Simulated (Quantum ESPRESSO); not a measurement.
# Magnetic state of BaFeO3 from several starts, part 2 of 2

Wanted: the moments of BaFeO3 and the energy of each order that was tried.

Quantum ESPRESSO 7.5; LDA with U = 4.5 eV on Fe d (ortho-atomic projectors); plane waves with GBRV 1.5 LDA potentials, no spin-orbit coupling.

So far, absolute magnetization (μB): step 2 (start 1: ferro +) 4.29.

## 3. Run 2, typed as antiferro q=(1/2,1/2,1/2) +−

This order needs a doubled cell of 10 atoms. The wavevector q is in fractions of the reciprocal vectors of the crystal's primitive cell, as the cells of these inputs are built from it; moments change sign between cells as cos(2π q·R).

Contents of pw.in:

```
&CONTROL
  calculation = 'scf'
  prefix = 'pwscf'
  outdir = './tmp'
  pseudo_dir = './pseudo'
  disk_io = 'nowf'
/
&SYSTEM
  ibrav = 0
  celldm(1) = 8
  nat = 10
  ntyp = 4
  ecutwfc = 40
  ecutrho = 280
  nbnd = 58
  occupations = 'smearing'
  smearing = 'fd'
  degauss = 0.00367493
  nspin = 2
  starting_magnetization(1) = 0
  starting_magnetization(2) = 0.25
  starting_magnetization(3) = -0.25
  starting_magnetization(4) = 0
/
&ELECTRONS
  conv_thr = 2d-08
  electron_maxstep = 150
  mixing_beta = 0.3
/
ATOMIC_SPECIES
Ba    137.3270 ba_lda_v1.uspp.F.UPF
Fe1    55.8450 fe_lda_v1.5.uspp.F.UPF
Fe2    55.8450 fe_lda_v1.5.uspp.F.UPF
O      15.9990 o_lda_v1.2.uspp.F.UPF
CELL_PARAMETERS alat
   1.8668446939339    0.0000000000000    0.0000000000000
   0.9334223469669    0.9334223469669    0.0000000000000
   0.9334223469669    0.0000000000000    0.9334223469669
ATOMIC_POSITIONS crystal
Ba      0.0000000000    0.0000000000    0.0000000000
Ba      0.5000000000    0.0000000000    0.0000000000
Fe1     0.7500000000    0.5000000000    0.5000000000
Fe2     0.2500000000    0.5000000000    0.5000000000
O       0.5000000000    0.5000000000    0.5000000000
O       0.0000000000    0.5000000000    0.5000000000
O       0.0000000000    0.0000000000    0.5000000000
O       0.5000000000    0.0000000000    0.5000000000
O       0.0000000000    0.5000000000    0.0000000000
O       0.5000000000    0.5000000000    0.0000000000
K_POINTS automatic
3 6 6 0 0 0
HUBBARD {ortho-atomic}
U Fe1-3d 4.5000
U Fe2-3d 4.5000
```

Launch:

```sh
OMP_NUM_THREADS=1 mpirun -n 4 pw.x -nk 4 -in pw.in > pw.out
```

Output:

```text
[banner, memory and clock lines left out]
Program PWSCF v.7.5 starts

     Message from routine setup:
     using ibrav=0 with symmetry is DISCOURAGED, use correct ibrav instead

     bravais-lattice index     =            0
     lattice parameter (alat)  =       8.0000  a.u.
     unit-cell volume          =     832.7882 (a.u.)^3
     number of atoms/cell      =           10
     number of atomic types    =            4
     number of electrons       =        88.00
     number of Kohn-Sham states=           58
     kinetic-energy cutoff     =      40.0000  Ry
     charge density cutoff     =     280.0000  Ry
     scf convergence threshold =      2.0E-08
     mixing beta               =       0.3000
     number of iterations used =            8  plain     mixing
     Exchange-correlation= SLA  PZ   NOGX NOGC
                           (   1   1   0   0   0   0   0)
     Hubbard projectors: ortho-atomic
     Hubbard parameters of DFT+U (Dudarev formulation) in eV:
     U(Fe1-3d) =  4.5000
     U(Fe2-3d) =  4.5000

     Internal variables: lda_plus_u =T, lda_plus_u_kind = 0

     Internal variables: orbital_resolved =F, hub_pot_fix =F, apply_U = F

     celldm(1)=   8.000000  celldm(2)=   0.000000  celldm(3)=   0.000000
     celldm(4)=   0.000000  celldm(5)=   0.000000  celldm(6)=   0.000000

     crystal axes: (cart. coord. in units of alat)
               a(1) = (   1.866845   0.000000   0.000000 )
               a(2) = (   0.933422   0.933422   0.000000 )
               a(3) = (   0.933422   0.000000   0.933422 )

     reciprocal axes: (cart. coord. in units 2 pi/alat)
               b(1) = (  0.535663 -0.535663 -0.535663 )
               b(2) = (  0.000000  1.071326  0.000000 )
               b(3) = (  0.000000  0.000000  1.071326 )

     PseudoPot. # 1 for Ba read from file:
     ba_lda_v1.uspp.F.UPF
     Pseudo is Ultrasoft + core correction, Zval = 10.0

     PseudoPot. # 2 for Fe read from file:
     fe_lda_v1.5.uspp.F.UPF
     Pseudo is Ultrasoft + core correction, Zval = 16.0

     PseudoPot. # 3 for Fe read from file:
     fe_lda_v1.5.uspp.F.UPF
     Pseudo is Ultrasoft + core correction, Zval = 16.0

     PseudoPot. # 4 for O  read from file:
     o_lda_v1.2.uspp.F.UPF
     Pseudo is Ultrasoft + core correction, Zval =  6.0

     atomic species   valence    mass     pseudopotential
     Ba               10.00   137.32700     Ba( 1.00)
     Fe1              16.00    55.84500     Fe( 1.00)
     Fe2              16.00    55.84500     Fe( 1.00)
     O                 6.00    15.99900     O ( 1.00)

     Starting magnetic structure
     atomic species   magnetization
     Ba              0.000
     Fe1             0.250
     Fe2            -0.250
     O               0.000

     48 Sym. Ops., with inversion, found (24 have fractional translation)

   Cartesian axes

     site n.     atom                  positions (alat units)
         1        Ba     tau(   1) = (   0.0000000   0.0000000   0.0000000  )
         2        Ba     tau(   2) = (   0.9334223   0.0000000   0.0000000  )
         3        Fe1    tau(   3) = (   2.3335559   0.4667112   0.4667112  )
         4        Fe2    tau(   4) = (   1.4001335   0.4667112   0.4667112  )
         5        O      tau(   5) = (   1.8668447   0.4667112   0.4667112  )
         6        O      tau(   6) = (   0.9334223   0.4667112   0.4667112  )
         7        O      tau(   7) = (   0.4667112   0.0000000   0.4667112  )
         8        O      tau(   8) = (   1.4001335   0.0000000   0.4667112  )
         9        O      tau(   9) = (   0.4667112   0.4667112   0.0000000  )
        10        O      tau(  10) = (   1.4001335   0.4667112   0.0000000  )

     number of k points=    10  Fermi-Dirac smearing, width (Ry)=  0.0037
                       cart. coord. in units 2pi/alat
        k(    1) = (   0.0000000   0.0000000   0.0000000), wk =   0.0092593
        k(    2) = (   0.0000000   0.0000000   0.1785544), wk =   0.0555556
        k(    3) = (   0.0000000   0.0000000   0.3571088), wk =   0.0555556
        k(    4) = (   0.0000000   0.0000000  -0.5356632), wk =   0.0277778
        k(    5) = (   0.0000000   0.1785544   0.1785544), wk =   0.1111111
        [... 5 further k-points ...]

     Dense  grid:    65955 G-vectors     FFT dimensions: (  80,  60,  60)

     Smooth grid:    28475 G-vectors     FFT dimensions: (  64,  45,  45)

     Check: negative core charge=   -0.000020
     Generating pointlists ...
     new r_m :   0.2723 (alat units)  2.1781 (a.u.) for type    1
     new r_m :   0.1925 (alat units)  1.5401 (a.u.) for type    2
     new r_m :   0.1925 (alat units)  1.5401 (a.u.) for type    3
     new r_m :   0.1925 (alat units)  1.5401 (a.u.) for type    4

     Initial potential from superposition of free atoms

     starting charge      85.9746, renormalised to      88.0000

     negative rho (up, down):  9.997E-02 9.997E-02

     STARTING HUBBARD OCCUPATIONS:

     =================== HUBBARD OCCUPATIONS ===================
     ------------------------ ATOM    3 ------------------------
     Tr[ns(  3)] (up, down, total) =   5.00000  0.00000  5.00000
     Atomic magnetic moment for atom   3 =   5.00000
     [... lines left out ...]
     ------------------------ ATOM    4 ------------------------
     Tr[ns(  4)] (up, down, total) =   0.00000  5.00000  5.00000
     Atomic magnetic moment for atom   4 =  -5.00000
     [... lines left out ...]
     Number of occupied Hubbard levels =   10.0000

     Atomic wfc used for Hubbard projectors are orthogonalized

     Starting wfcs are   76 randomized atomic wfcs

     Self-consistent Calculation

     iteration #  1     ecut=    40.00 Ry     beta= 0.30
     Davidson diagonalization with overlap
     ethr =  1.00E-02,  avg # of iterations =  2.0

     =================== HUBBARD OCCUPATIONS ===================
     ------------------------ ATOM    3 ------------------------
     Tr[ns(  3)] (up, down, total) =   4.52956  0.42322  4.95277
     Atomic magnetic moment for atom   3 =   4.10634
     [... lines left out ...]
     ------------------------ ATOM    4 ------------------------
     Tr[ns(  4)] (up, down, total) =   0.42321  4.52957  4.95279
     Atomic magnetic moment for atom   4 =  -4.10636
     [... lines left out ...]
     Number of occupied Hubbard levels =    9.9056

     negative rho (up, down):  9.660E-02 9.661E-02

     total energy              =    -834.53043041 Ry
     estimated scf accuracy    <       2.30223289 Ry

     total magnetization       =    -0.00 Bohr mag/cell
     absolute magnetization    =     8.37 Bohr mag/cell

     iteration #  2     ecut=    40.00 Ry     beta= 0.30
     Davidson diagonalization with overlap
     ethr =  2.62E-03,  avg # of iterations =  2.0

     negative rho (up, down):  9.536E-02 9.536E-02

     total energy              =    -834.80988180 Ry
     estimated scf accuracy    <       2.93332295 Ry

     total magnetization       =    -0.00 Bohr mag/cell
     absolute magnetization    =     6.37 Bohr mag/cell

     [... further iterations left out ...]

     iteration # 12     ecut=    40.00 Ry     beta= 0.30
     Davidson diagonalization with overlap
     ethr =  1.03E-09,  avg # of iterations =  1.0

     negative rho (up, down):  8.913E-02 8.913E-02

     total energy              =    -835.20558670 Ry
     estimated scf accuracy    <       0.00000005 Ry

     total magnetization       =    -0.00 Bohr mag/cell
     absolute magnetization    =     7.83 Bohr mag/cell

     iteration # 13     ecut=    40.00 Ry     beta= 0.30
     Davidson diagonalization with overlap
     ethr =  5.86E-11,  avg # of iterations =  2.0

     negative rho (up, down):  8.914E-02 8.914E-02

     Magnetic moment per site  (integrated on atomic sphere of radius R)
     atom   1 (R=0.272)  charge=  6.7800  magn=  0.0000
     atom   2 (R=0.272)  charge=  6.7800  magn=  0.0000
     atom   3 (R=0.193)  charge= 12.9634  magn=  3.5296
     atom   4 (R=0.193)  charge= 12.9634  magn= -3.5296
     atom   5 (R=0.193)  charge=  5.3529  magn= -0.0000
     atom   6 (R=0.193)  charge=  5.3529  magn= -0.0000
     atom   7 (R=0.193)  charge=  5.3530  magn= -0.0000
     atom   8 (R=0.193)  charge=  5.3530  magn= -0.0000
     atom   9 (R=0.193)  charge=  5.3530  magn= -0.0000
     atom  10 (R=0.193)  charge=  5.3530  magn= -0.0000

     End of self-consistent calculation

     =================== HUBBARD OCCUPATIONS ===================
     ------------------------ ATOM    3 ------------------------
     Tr[ns(  3)] (up, down, total) =   4.79872  0.98992  5.78864
     Atomic magnetic moment for atom   3 =   3.80880
     [... lines left out ...]
     ------------------------ ATOM    4 ------------------------
     Tr[ns(  4)] (up, down, total) =   0.98994  4.79872  5.78866
     Atomic magnetic moment for atom   4 =  -3.80878
     [... lines left out ...]
     Number of occupied Hubbard levels =   11.5773

     [... lines left out ...]
     the Fermi energy is    10.2147 ev

!    total energy              =    -835.20558671 Ry
     estimated scf accuracy    <          1.3E-09 Ry
     smearing contrib. (-TS)   =      -0.00261911 Ry
     internal energy E=F+TS    =    -835.20296760 Ry

     The total energy is F=E-TS. E is the sum of the following terms:
     one-electron contribution =    -407.31990312 Ry
     hartree contribution      =     254.21934223 Ry
     xc contribution           =    -156.41512907 Ry
     ewald contribution        =    -525.99848212 Ry
     Hubbard energy            =       0.31120448 Ry

     total magnetization       =    -0.00 Bohr mag/cell
     absolute magnetization    =     7.83 Bohr mag/cell

     convergence has been achieved in  13 iterations
```

Wall time 28 s (4 MPI ranks of AMD EPYC 9R14 (Zen 4), shared host); peak memory 1 GiB; 1.9 min of CPU time.

Spin moment in the atom's sphere by atom:

| atom | spin moment in the atom's sphere (μB) |
| --- | --- |
| Ba1 | 0.00 |
| Ba2 | 0.00 |
| Fe3 | 3.53 |
| Fe4 | -3.53 |
| O5 | 0.00 |
| O6 | 0.00 |
| O7 | 0.00 |
| O8 | 0.00 |
| O9 | 0.00 |
| O10 | 0.00 |

Read from the output:

| Property | Result |
| --- | --- |
| smearing term TS | 0.03563 eV |
| magnetization | 0 μB |
| absolute magnetization | 7.834 μB |
| final state | antiferromagnetic |

## 4. Run 3, typed as antiferro q=(0,1/2,1/2) +−

This order needs a doubled cell of 10 atoms.

Contents of pw.in:

```
&CONTROL
  calculation = 'scf'
  prefix = 'pwscf'
  outdir = './tmp'
  pseudo_dir = './pseudo'
  disk_io = 'nowf'
/
&SYSTEM
  ibrav = 0
  celldm(1) = 8
  nat = 10
  ntyp = 4
  ecutwfc = 40
  ecutrho = 280
  nbnd = 58
  occupations = 'smearing'
  smearing = 'fd'
  degauss = 0.00367493
  nspin = 2
  starting_magnetization(1) = 0
  starting_magnetization(2) = 0.25
  starting_magnetization(3) = -0.25
  starting_magnetization(4) = 0
/
&ELECTRONS
  conv_thr = 2d-08
  electron_maxstep = 150
  mixing_beta = 0.3
/
ATOMIC_SPECIES
Ba    137.3270 ba_lda_v1.uspp.F.UPF
Fe1    55.8450 fe_lda_v1.5.uspp.F.UPF
Fe2    55.8450 fe_lda_v1.5.uspp.F.UPF
O      15.9990 o_lda_v1.2.uspp.F.UPF
CELL_PARAMETERS alat
   0.9334223469669    0.0000000000000    0.0000000000000
   0.0000000000000    1.8668446939339    0.0000000000000
   0.0000000000000    0.9334223469669    0.9334223469669
ATOMIC_POSITIONS crystal
Ba      0.0000000000    0.0000000000    0.0000000000
Ba      0.0000000000    0.5000000000    0.0000000000
Fe1     0.5000000000    0.0000000000    0.5000000000
Fe2     0.5000000000    0.5000000000    0.5000000000
O       0.0000000000    0.0000000000    0.5000000000
O       0.0000000000    0.5000000000    0.5000000000
O       0.5000000000    0.7500000000    0.5000000000
O       0.5000000000    0.2500000000    0.5000000000
O       0.5000000000    0.2500000000    0.0000000000
O       0.5000000000    0.7500000000    0.0000000000
K_POINTS automatic
6 3 6 0 0 0
HUBBARD {ortho-atomic}
U Fe1-3d 4.5000
U Fe2-3d 4.5000
```

Output:

```text
     [... lines left out ...]
Program PWSCF v.7.5 starts
     [... lines left out ...]
     number of atoms/cell      =           10
     [... lines left out ...]
     number of electrons       =        88.00
     number of Kohn-Sham states=           58
     kinetic-energy cutoff     =      40.0000  Ry
     charge density cutoff     =     280.0000  Ry
     scf convergence threshold =      2.0E-08
     [... lines left out ...]
     16 Sym. Ops., with inversion, found ( 8 have fractional translation)
     [... lines left out ...]
     number of k points=    24  Fermi-Dirac smearing, width (Ry)=  0.0037
     [... lines left out ...]
     iteration # 14     ecut=    40.00 Ry     beta= 0.30
     [... lines left out ...]
     Magnetic moment per site  (integrated on atomic sphere of radius R)
     atom   1 (R=0.272)  charge=  6.7814  magn=  0.0000
     atom   2 (R=0.272)  charge=  6.7814  magn= -0.0000
     atom   3 (R=0.193)  charge= 12.9518  magn=  3.5276
     atom   4 (R=0.193)  charge= 12.9518  magn= -3.5276
     atom   5 (R=0.193)  charge=  5.3541  magn=  0.0907
     atom   6 (R=0.193)  charge=  5.3541  magn= -0.0907
     atom   7 (R=0.193)  charge=  5.3566  magn=  0.0000
     atom   8 (R=0.193)  charge=  5.3566  magn=  0.0000
     atom   9 (R=0.193)  charge=  5.3566  magn=  0.0000
     atom  10 (R=0.193)  charge=  5.3566  magn=  0.0000
     [... lines left out ...]
     Tr[ns(  3)] (up, down, total) =   4.78918  0.98708  5.77626
     [... lines left out ...]
     Tr[ns(  4)] (up, down, total) =   0.98708  4.78918  5.77627
     [... lines left out ...]
     the Fermi energy is    10.2106 ev
!    total energy              =    -835.21915081 Ry
     estimated scf accuracy    <       0.00000001 Ry
     smearing contrib. (-TS)   =      -0.00291102 Ry
     [... lines left out ...]
     total magnetization       =    -0.00 Bohr mag/cell
     absolute magnetization    =     8.13 Bohr mag/cell
     convergence has been achieved in  14 iterations
```

Wall time 50 s (4 MPI ranks); peak memory 1.1 GiB; 3.3 min of CPU time.

Spin moment in the atom's sphere by atom:

| atom | spin moment in the atom's sphere (μB) |
| --- | --- |
| Ba1 | 0.00 |
| Ba2 | 0.00 |
| Fe3 | 3.53 |
| Fe4 | -3.53 |
| O5 | 0.09 |
| O6 | -0.09 |
| O7 | 0.00 |
| O8 | 0.00 |
| O9 | 0.00 |
| O10 | 0.00 |

This step gave:

```yaml
smearing_term_ts: 0.03961 eV
magnetization: 0 μB
absolute_magnetization: 8.135 μB
final_state: antiferromagnetic
```

## 5. Ranking

An order is kept where moments of 0.15 μB or more survive with the typed signs; meshes match where a doubled cell samples the same k points as the first cell.

Orders:

| start | final state | typed order kept | energy over the lowest (meV a seeded atom) | largest site moment (μB) | net moment (μB a cell of the first run) | mesh matched | CPU time (s) |
| --- | --- | --- | --- | --- | --- | --- | --- |
| ferro + | ferromagnetic | yes | 0 | 3.551 | 4.085 | yes | 39.73 |
| antiferro q=(1/2,1/2,1/2) +- | antiferromagnetic | yes | 237 | 3.53 | 0 | yes | 112.2 |
| antiferro q=(0,1/2,1/2) +- | antiferromagnetic | yes | 144.7 | 3.528 | 0 | yes | 200.5 |

## 6. Energy mapping

E = −Σ J e·e over ordered pairs of unit vectors, so each pair counts twice. As many shells are taken as there are differences of energy, so the couplings are solved for and no residual tests the model; further shells are folded in, and shells whose pairs keep their relative signs in all orders cancel and are not probed. Couplings from the energies:

| pair | distance (Å) | neighbours an atom | J (meV) |
| --- | --- | --- | --- |
| Fe-Fe | 3.952 | 6 | 19.75 |
| Fe-Fe | 5.588 | 12 | -0.8301 |

## 7. Occupations of the corrected shells in the lowest state

Occupations of the Hubbard shells:

| block | type | shell | spin | electrons | occupation numbers |
| --- | --- | --- | --- | --- | --- |
| 2 | Fe | 3d | up | 4.784 | 0.898 0.898 0.996 0.996 0.996 |
| 2 | Fe | 3d | down | 0.9655 | 0.153 0.153 0.153 0.253 0.253 |

## 8. Results

```yaml
lowest_state_found: ferromagnetic (from ferro +)
largest_site_moment: 3.55 μB
next_state_with_moments: antiferromagnetic, 145 meV a seeded atom higher
j_of_the_weightiest_shell: 19.7 meV
```

What this shows: The largest moment changes by 0.65 % between the kept orders, as for well localised moments. This is the lowest of 3 collinear or spinless starts, no proof of the ground state. The smearing term is large for its width, so states at the Fermi level are partly filled: at this level the cell is a metal or has a gap of a few widths at most.

[Logs and program files are shortened in this print: banners, set-up blocks, solver, clock and traceback lines can be left out without a mark of their own.]

[Logs are printed without paths, hosts, clocks, repeated set-up lines and the standing remarks that a program may print on its own settings, such as how far it seeks lower states.]

[Hosts, paths, dates, database ids (printed as entryN), source tags and the programs' standing remarks are cut or masked in the printed files.]

[Where a cell is said to come from a database of computed structures, the database is the Materials Project.]
